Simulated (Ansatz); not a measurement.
# 1T-SnSe2 bilayer (AB) in a perpendicular field, part 2 of 3

Aim: how the 1T-SnSe2 bilayer (AB) screens a field along its normal, and what the field does to its bands. A positive field points along +c.

Ansatz 0.2.0; plane-wave DFT, PBE-D3(BJ), Ansatz PAW (the session's first sound run).

So far. Step 2 (Relaxation): The lattice constant a goes from 3.870 to 3.828 Å.

## (3) Single point, field 0, start network

A sawtooth potential applies the field, turning back in the middle of the vacuum. With the dipole correction the typed value is the field outside the slab. The induced dipole is small, so the SCF threshold is tight.

The cell differs from the one that the last finished run ended in (c 45.621 → 27.421 Å).

Input file input.yaml:

```yaml
crystal:
  lattice:
    - [3.8279161346, 0.0, 0.0]
    - [-1.9139580673, 3.3150726161, 0.0]
    - [0.0, 0.0, 27.4209441344]
  atoms:
    - { symbol: Se, position: [0.6666666667, 0.3333333333, 0.3282162699] }
    - { symbol: Sn, position: [0.0, 0.0, 0.38647665] }
    - { symbol: Se, position: [0.3333333333, 0.6666666667, 0.444707858] }
    - { symbol: Se, position: [0.0, 0.0, 0.555292142] }
    - { symbol: Sn, position: [0.3333333333, 0.6666666667, 0.61352335] }
    - { symbol: Se, position: [0.6666666667, 0.3333333333, 0.6717837301] }
kpoints:
  mp_grid: { grid: [12, 12, 1] }
  band_path:
    path: [[0, 0, 0], [0.5, 0, 0], [0.33333333, 0.33333333, 0], [0, 0, 0]]
    npoints: 16
hamiltonian:
  xc: pbe
  dispersion: d3bj
scf:
  occupations: { method: fermi_dirac, width: 0.02585 }
  convergence: { dr2_threshold: 1.0e-10 }
efield:
  axis: 3
  dipole_correction: true
  ramp_position: 0.97
  ramp_width: 0.06
  amplitude: 0
output:
  dos: { projected: true, e_range: [-6, 5] }
  bader: true
  write_potential: true
  write_density: true
  volumetric_format: npy
  elf: true
```

Launch:

```sh
$ ansatz run input.yaml --threads 4 --pin off --max-ram 6144MiB --backend cpu --events-out ev --progress --plain --runs-dir out
```

Numbers of over 12 decimals in the logs are rounded to 6 here.

Log:

```text
[...]
Crystal: 6 atoms, lattice volume = 347.967 Å³
Basis set: ecut = 420 eV, 6775 PW (Γ)
Bands: 56, of which v1, the nominal top of the filled ones, is band 46 counted from 1 (45 counted from 0)
Symmetry: 6 space group operations
k-points: 19 of 144 (time reversal used)
[...]
SCF iter   1: F=—  HF=-33928.510534 eV  |F-HF|=—  |Δ(HF+E_count)|=         —  Δρ=1.14e-3  dr2=3.25e-2  ethr=1.77e-3  p=0.000 e·Å  D=2.00e-13 V/Å  ΔV_dip=-0.00 eV  dr2_dipole=1.08e-11  V_vac-E_F(+/−)=5.61/5.61 eV  ⟨swp⟩=9.0  Hψ=4543  notcnv=0  defer=7
efield: sawtooth ramp at fractional position 0.9700 (set: `efield.ramp_position`, or a place that a band, a saddle search or an elastic batch's reference lends), width 0.0600; the density the first Hamiltonian is built on has a dipole p = 0.000 e·Å; the dipole correction subtracts the counter field D = 2.00e-13 V/Å, which shifts the + side's vacuum level by -0.00 eV against the − side's; the planar-averaged density in the ramp window peaks in size at 6.3e-6 e/Å³
[...]
SCF iter   2: F=—  HF=-33928.517724 eV  |F-HF|=—  |Δ(HF+E_count)|=   7.19e-3  Δρ=1.63e-3  dr2=9.21e-2  ethr=3.53e-5  p=-0.000 e·Å  D=-9.39e-7 V/Å  ΔV_dip=0.00 eV  dr2_dipole=5.66e-9  V_vac-E_F(+/−)=5.83/5.83 eV  ⟨swp⟩=4.6  Hψ=2250  notcnv=0  defer=54
[...]
SCF iter  11: F=-33928.509041 eV  HF=-33928.509041 eV  |F-HF|=1.46e-11  |Δ(HF+E_count)|=  6.40e-10  Δρ=9.25e-8  dr2=3.09e-11  ethr=1.00e-12  p=0.000 e·Å  D=1.16e-7 V/Å  ΔV_dip=-0.00 eV  dr2_dipole=5.50e-13  V_vac-E_F(+/−)=5.69/5.69 eV  ⟨swp⟩=12.2  Hψ=3741  notcnv=0
SCF 1 converged in 11 iterations: F = -33928.509041 eV  dr2 = 3.09e-11
[...]
NSCF: frozen V_eff on 49 k-points
efield: sawtooth ramp at fractional position 0.9700 (kept from the solve that this one continues, or follows in the run), width 0.0600; the density the first Hamiltonian is built on has a dipole p = 0.000 e·Å; the dipole correction subtracts the counter field D = 1.16e-7 V/Å, which shifts the + side's vacuum level by -0.00 eV against the − side's; the planar-averaged density in the ramp window peaks in size at 6.1e-6 e/Å³
WARN: The output density's exchange-correlation potential varies sharply where the density is thin. Do not read a vacuum level from v_tot or v_xc, or from such a field of the output density. On a cell that repeats whose density bears no net charge and no dipole along the vacuum's axis use v_es (v_loc + v_h of the components); under efield.dipole_correction with no amplitude use v_es + v_field, which holds any externa [...]
SCF converged after 11 iterations
Free energy (F): -33928.509041 eV
[...]
Internal energy: -33928.509038 eV  (E = F + TS)
E sigma→0 (E₀):  -33928.509039 eV
Entropy (-TS):   -0.000004 eV (-0.001 meV/atom)
Fermi energy:    0.531094 eV
Dipole field:    D = -0.000001 V/Å  (p = -0.000001 e·Å, saw-weighted, corrected)
Work function:   Φ+ = 5.6878 eV   Φ− = 5.6878 eV
Levels:          The Fermi level and band energies are counted from a zero that moves with the ramp; work functions are not
[...]
--- Band table (eV; the first three rows and the last of 19) ---
  k-point 0: bands = [... 42 lower, 0.1095, 0.1095, 0.1889, 0.1889, 1.5759, 2.3881, 3.3624, 3.3904, ... 6 higher]
  k-point 1: bands = [... 42 lower, -0.2297, -0.0868, 0.1601, 0.2611, 2.0520, 2.5837, 3.7735, 3.8276, ... 6 higher]
  k-point 2: bands = [... 42 lower, -0.8542, -0.1571, 0.1384, 0.2754, 2.4458, 2.5160, 3.9904, 4.3631, ... 6 higher]
  k-point 18: bands = [... 42 lower, -0.8054, -0.7062, -0.7062, -0.5060, 2.0745, 2.0745, 4.9843, 5.4256, ... 6 higher]
--- Bader charges: 6 sites ---
  site symbol  charge [e]  shift [e]
     0     Se     -0.6265     0.0009
     1     Sn      1.2505     0.0018
     2     Se     -0.6240     0.0009
     3     Se     -0.6240     0.0009
     4     Sn      1.2505     0.0018
     5     Se     -0.6265     0.0009
  estimated error of the sums over rays = 3.3e-4 e
```

It took 20 s on 4 threads of Intel Xeon 6975P-C (Granite Rapids), shared host; peak memory 1.2 GiB.

The column dr2 measures how far the density is from self-consistency, as an energy; F and HF (Harris–Foulkes) agree once it is small.

Numbers from this step:

```yaml
dipole_along_the_normal: -1.23e-6 e·Å
gap_along_the_path: 0.4732 eV
smallest_direct_gap_along_the_path: 0.7788 eV
ionisation_energy_upper_face: 5.936 eV
electron_affinity_upper_face: 5.463 eV
gap_the_smaller_of_path_and_mesh: 0.4732 eV
```

Running mean over a fixed 2.7 Å (it still follows the layers) of the planar mean; the ramp of the sawtooth is left out. The electron's electrostatic potential energy less the Fermi level by z:

```
z (Å)  electron's electrostatic potential energy less the Fermi level (eV)
    4                                                                 5.69
    5                                                                 5.69
    6                                                                 5.65
    7                                                                 4.92
    8                                                                 2.14
    9                                                                -1.17
   10                                                                -2.77
   11                                                                -2.96
   12                                                                -1.64
   13                                                                 1.09
   14                                                                 1.63
   15                                                               -0.605
   16                                                                -2.54
   17                                                                -3.07
   18                                                                -2.02
   19                                                                0.698
   20                                                                 3.87
   21                                                                 5.55
   22                                                                 5.68
   23                                                                 5.69
   24                                                                 5.69
```

The density of states has structure finer than the step of the table below, so its rows give means over 0.2 eV, whole bins alone (the curve runs from -6 to 2.22 eV). Peaks (eV: height): -2.91: 6.66, -1.37: 24.3, -1.26: 10.9, -1.07: 10.0, -0.76: 11.2, -0.62: 11.6, 1.44: 6.36.

Density of states against energy, zero at the Fermi level of the run, which the smearing sets inside the gap; means over each step:

```
energy (eV)  density of states (states/eV a cell)
       -5.8                                 0.857
       -5.6                                     0
       -5.4                                     0
       -5.2                                     0
       -5.0                                     0
       -4.8                                 0.568
       -4.6                                  2.16
       -4.4                                  3.55
       -4.2                                  3.90
       -4.0                                  2.15
       -3.8                                  2.67
       -3.6                                  2.57
       -3.4                                  3.42
       -3.2                                  3.63
       -3.0                                  4.88
       -2.8                                  4.98
       -2.6                                  5.73
       -2.4                                  4.91
       -2.2                                  3.35
       -2.0                                  3.12
       -1.8                                  2.78
       -1.6                                  4.91
       -1.4                                  7.68
       -1.2                                  5.75
       -1.0                                  7.75
       -0.8                                  7.63
       -0.6                                  7.44
       -0.4                                  5.19
       -0.2                                 0.543
        0.0                                     0
        0.2                                0.0598
        0.4                                 0.588
        0.6                                 0.734
        0.8                                  1.25
        1.0                                  1.84
        1.2                                  2.46
        1.4                                  3.66
        1.6                                  3.54
        1.8                                  3.37
        2.0                                  2.33
```

Projected DOS per atom over height of the atomic layer and energy from the Fermi level. Layers: Se Sn Se Se Sn Se from below.

Values in states/eV, 22 rows by 6 columns, each cell a mean:
```
0.31 0.38 0.32 0.32 0.38 0.31
0.56 0.62 0.56 0.56 0.62 0.56
0.45 0.49 0.44 0.44 0.49 0.45
0.23 0.26 0.22 0.22 0.26 0.23
0.11 0.12 0.10 0.10 0.12 0.11
0.01 0.01 0.01 0.01 0.01 0.01
0.34 0.01 0.34 0.34 0.01 0.34
1.83 0.08 2.00 2.00 0.08 1.83
1.63 0.14 1.58 1.58 0.14 1.63
1.61 0.21 1.30 1.30 0.21 1.61
0.87 0.23 0.74 0.74 0.23 0.87
0.62 0.31 0.61 0.61 0.31 0.62
1.00 0.61 0.99 0.99 0.61 1.00
0.94 0.64 0.98 0.98 0.64 0.94
0.64 0.51 0.68 0.68 0.51 0.64
0.45 0.40 0.50 0.50 0.40 0.45
0.41 0.39 0.45 0.45 0.39 0.41
0.57 0.62 0.65 0.65 0.62 0.57
0.20 0.24 0.23 0.23 0.24 0.20
0.00 0.00 0.00 0.00 0.00 0.00
0.00 0.00 0.00 0.00 0.00 0.00
0.11 0.13 0.10 0.10 0.13 0.11
```
Columns: height of the atomic layer (Å) from 9 to 18.4 (not evenly spaced); rows upwards: energy from the Fermi level (eV) from -5.96 to 2.14.

The electronic bands at the labelled points (eV, zero at the Fermi level of the run, which the smearing sets inside the gap):

```
  point  band 43  band 44  band 45  band 46  band 47  band 48  band 49  band 50
      Γ    -0.42    -0.42    -0.34    -0.34     1.04     1.86     2.83     2.86
halfway    -1.48    -0.68    -0.50    -0.33     1.42     1.63     3.65     4.08
      M    -1.40    -0.76    -0.71    -0.55     0.22     0.72     3.65     3.80
halfway    -1.42    -1.32    -1.01    -0.75     1.02     1.49     4.50     4.56
      K    -1.34    -1.24    -1.24    -1.04     1.54     1.54     4.45     4.89
halfway    -1.38    -1.08    -1.06    -0.42     1.72     2.00     4.26     4.51
      Γ    -0.42    -0.42    -0.34    -0.34     1.04     1.86     2.83     2.86
```

Electrostatic potential energy in the ca plane at fractional y = 0.000, with atoms of Sn and Se within 0.2 Å of it. With pseudopotentials it is smooth inside the atoms' cores, unlike the true potential.

Ten even steps from '0' (-17 eV) to '9' (6 eV), each cell a mean:
```
99999999999999999999840799127899996024205889
99999999999999999999862021058899997300037888
99999999999999999998876423578889999764577777
99999999999999999987777777777789999988876556
99999999999999999986678888876678999999875445
99999999999999999987678888876778999998876446
99999999999999999988777656777889999887777667
99999999999999999998874100368899998621257788
99999999999999999999850375047899996102016888
99999999999999999999740999327899985035305889
```
Columns run along c (16.0 Å, from fractional 0.07 to 0.65 of the cell; values clipped at the 3rd and 97th percentile), rows up along a (3.8 Å). Atoms in or near the plane, at fractional coordinates: Sn at (0.39, 0.00), Se at (0.56, 0.00).

Valence density in the ca plane at fractional y = 0.000, with atoms of Sn and Se within 0.2 Å of it. It is the smooth field of the valence electrons, not physical close to the nuclei.

Ten steps, logarithmic in the rise over the least value, from '0' (0 e/Å³) to '9' (35 e/Å³), each cell a mean:
```
00000000000000000000013676410000001378631000
00000000000000000000011343210000001234321000
00000000000000000000011111110000000111111000
00000000000000000001111000011100000000001111
00000000000000000001110000011110000000001111
00000000000000000001111000011110000000001111
00000000000000000000111111111100000011111001
00000000000000000000011222110000000122211000
00000000000000000000012465310000001256521000
00000000000000000000013687410000001489731000
```
Columns run along c (16.0 Å, from fractional 0.07 to 0.65 of the cell), rows up along a (3.8 Å). Atoms in or near the plane, at fractional coordinates: Sn at (0.39, 0.00), Se at (0.56, 0.00).

ELF in the ca plane at fractional y = 0.000, with atoms of Sn and Se within 0.2 Å of it. It is the smooth field of the valence electrons, not physical close to the nuclei.

Ten even steps from '0' (0.00) to '9' (0.85), each cell a mean:
```
00000000000000000000223000232100169963587410
00000000000000000012333222333210048998886311
00000000000000002345654333356542015888875323
00000000000000124678775323467775101345543234
00000000000000135788875212478887300001222235
00000000000000135788875312478886200122332234
00000000000000013567765323467764102677764224
00000000000000001233443333344421027999986322
00000000000000000001233101232100059986787410
00000000000000000000122000232100179951487410
```
Columns run along c (16.0 Å, from fractional 0.07 to 0.65 of the cell), rows up along a (3.8 Å). Atoms in or near the plane, at fractional coordinates: Sn at (0.39, 0.00), Se at (0.56, 0.00).

The gap is 0.47 eV, with the valence edge 5.94 eV and the conduction edge 5.46 eV under the upper vacuum level.

## (4) Atoms held, field 0.05 V/Å

input.yaml: that of step 3 with these lines changed.

```diff
@@ -28,6 +28,4 @@
   ramp_width: 0.06
-  amplitude: 0
+  amplitude: 0.05
 output:
-  dos: { projected: true, e_range: [-6, 5] }
-  bader: true
   write_potential: true
@@ -35,2 +33 @@
   volumetric_format: npy
-  elf: true
```

Log:

```text
[...]
Crystal: 6 atoms, lattice volume = 347.967 Å³
Basis set: ecut = 420 eV, 6775 PW (Γ)
Bands: 56, of which v1, the nominal top of the filled ones, is band 46 counted from 1 (45 counted from 0)
Symmetry: 6 space group operations
k-points: 19 of 144 (time reversal used)
[...]
k-point 0: bands = [... 42 lower, 0.1044, 0.1044, 0.1940, 0.1940, 1.5753, 2.3884, 3.3517, 3.4009, ... 6 higher]
  k-point 1: bands = [... 42 lower, -0.2304, -0.0852, 0.1558, 0.2653, 2.0510, 2.5845, 3.7662, 3.8347, ... 6 higher]
  k-point 2: bands = [... 42 lower, -0.8500, -0.1568, 0.1351, 0.2786, 2.4398, 2.5218, 3.9887, 4.3643, ... 6 higher]
  k-point 18: bands = [... 42 lower, -0.8074, -0.7247, -0.6879, -0.5041, 2.0538, 2.0950, 4.9837, 5.4038, ... 6 higher]
[key lines of the parts left out:]
SCF converged after 14 iterations
Free energy (F): -33928.509980 eV
Fermi energy:    0.532296 eV
Dipole field:    D = 0.019531 V/Å  (p = 0.037558 e·Å, saw-weighted, corrected)
```

The job ended after 12 s (4 threads; peak memory 1 GiB; 47 s of CPU time).

The dipole is 0.0376 e·Å, and the gap 0.469 eV.

## (5) Single point, field -0.05 V/Å

input.yaml: that of step 4 with these lines changed.

```diff
@@ -28,3 +28,3 @@
   ramp_width: 0.06
-  amplitude: 0.05
+  amplitude: -0.05
 output:
```

Log:

```text
[...]
Crystal: 6 atoms, lattice volume = 347.967 Å³
Basis set: ecut = 420 eV, 6775 PW (Γ)
Bands: 56, of which v1, the nominal top of the filled ones, is band 46 counted from 1 (45 counted from 0)
Symmetry: 6 space group operations
k-points: 19 of 144 (time reversal used)
[...]
k-point 0: bands = [... 42 lower, 0.1044, 0.1044, 0.1940, 0.1940, 1.5753, 2.3884, 3.3517, 3.4009, ... 6 higher]
  k-point 1: bands = [... 42 lower, -0.2304, -0.0852, 0.1558, 0.2653, 2.0510, 2.5845, 3.7662, 3.8347, ... 6 higher]
  k-point 2: bands = [... 42 lower, -0.8500, -0.1568, 0.1351, 0.2786, 2.4398, 2.5218, 3.9887, 4.3643, ... 6 higher]
  k-point 18: bands = [... 42 lower, -0.8074, -0.7247, -0.6879, -0.5041, 2.0538, 2.0950, 4.9837, 5.4038, ... 6 higher]
[key lines of the parts left out:]
SCF converged after 14 iterations
Free energy (F): -33928.509980 eV
Fermi energy:    0.532296 eV
Dipole field:    D = -0.019531 V/Å  (p = -0.037557 e·Å, saw-weighted, corrected)
```

Wall time 13 s (4 threads); peak memory 1 GiB; 49 s of CPU time.

The dipole is -0.0376 e·Å, and the gap 0.469 eV.

## (6) Atoms held, field 0.1 V/Å

input.yaml: that of step 5 with these lines changed.

```diff
@@ -26,5 +26,5 @@
   dipole_correction: true
-  ramp_position: 0.97
-  ramp_width: 0.06
-  amplitude: -0.05
+  ramp_position: 0.9599
+  ramp_width: 0.0802
+  amplitude: 0.1
 output:
```

Log:

```text
[...]
Crystal: 6 atoms, lattice volume = 347.967 Å³
Basis set: ecut = 420 eV, 6775 PW (Γ)
Bands: 56, of which v1, the nominal top of the filled ones, is band 46 counted from 1 (45 counted from 0)
Symmetry: 6 space group operations
k-points: 19 of 144 (time reversal used)
[...]
k-point 0: bands = [... 42 lower, 0.0918, 0.0918, 0.2066, 0.2066, 1.5733, 2.3896, 3.3334, 3.4189, ... 6 higher]
  k-point 1: bands = [... 42 lower, -0.2323, -0.0803, 0.1445, 0.2761, 2.0481, 2.5867, 3.7501, 3.8500, ... 6 higher]
  k-point 2: bands = [... 42 lower, -0.8393, -0.1559, 0.1260, 0.2871, 2.4253, 2.5357, 3.9836, 4.3679, ... 6 higher]
  k-point 18: bands = [... 42 lower, -0.8133, -0.7434, -0.6699, -0.4989, 2.0329, 2.1153, 4.9819, 5.3817, ... 6 higher]
[key lines of the parts left out:]
SCF converged after 13 iterations
Free energy (F): -33928.512796 eV
Fermi energy:    0.535436 eV
Dipole field:    D = 0.039055 V/Å  (p = 0.075102 e·Å, saw-weighted, corrected)
```

Run time: 14 s. Hardware: 4 threads; peak memory 1 GiB.

The dipole is 0.0751 e·Å, and the gap 0.456 eV.

## (7) Single point, field 0.2 V/Å

input.yaml: that of step 6 with these lines changed.

```diff
@@ -28,3 +28,3 @@
   ramp_width: 0.0802
-  amplitude: 0.1
+  amplitude: 0.2
 output:
```

Log:

```text
[...]
Crystal: 6 atoms, lattice volume = 347.967 Å³
Basis set: ecut = 420 eV, 6775 PW (Γ)
Bands: 56, of which v1, the nominal top of the filled ones, is band 46 counted from 1 (45 counted from 0)
Symmetry: 6 space group operations
k-points: 19 of 144 (time reversal used)
[...]
k-point 0: bands = [... 42 lower, 0.0580, 0.0580, 0.2409, 0.2409, 1.5656, 2.3940, 3.2935, 3.4571, ... 6 higher]
  k-point 1: bands = [... 42 lower, -0.2380, -0.0630, 0.1114, 0.3076, 2.0365, 2.5951, 3.7107, 3.8869, ... 6 higher]
  k-point 2: bands = [... 42 lower, -0.8085, -0.1526, 0.0968, 0.3143, 2.3871, 2.5712, 3.9637, 4.3813, ... 6 higher]
  k-point 18: bands = [... 42 lower, -0.8348, -0.7812, -0.6344, -0.4796, 1.9906, 2.1552, 4.9747, 5.3366, ... 6 higher]
[key lines of the parts left out:]
SCF converged after 15 iterations
Free energy (F): -33928.524063 eV
Fermi energy:    0.544007 eV
Dipole field:    D = 0.078128 V/Å  (p = 0.150239 e·Å, saw-weighted, corrected)
```

Elapsed: 14 s, on 4 threads; peak memory 1 GiB; 54 s of CPU time.

The dipole is 0.150 e·Å, and the gap 0.415 eV.

[end of part 2 of 3]

[Logs are printed without paths, hosts, clocks, repeated set-up lines and the standing remarks that a program may print on its own settings, such as how far it seeks lower states.]

[Hosts, paths, dates, database ids (printed as entryN), source tags and the programs' standing remarks are cut or masked in the printed files.]

[Maps of the electrostatic potential energy from Ansatz leave out the sawtooth potential of an applied field or a dipole correction, so their vacuum need not be flat; planar profiles and work functions include it.]
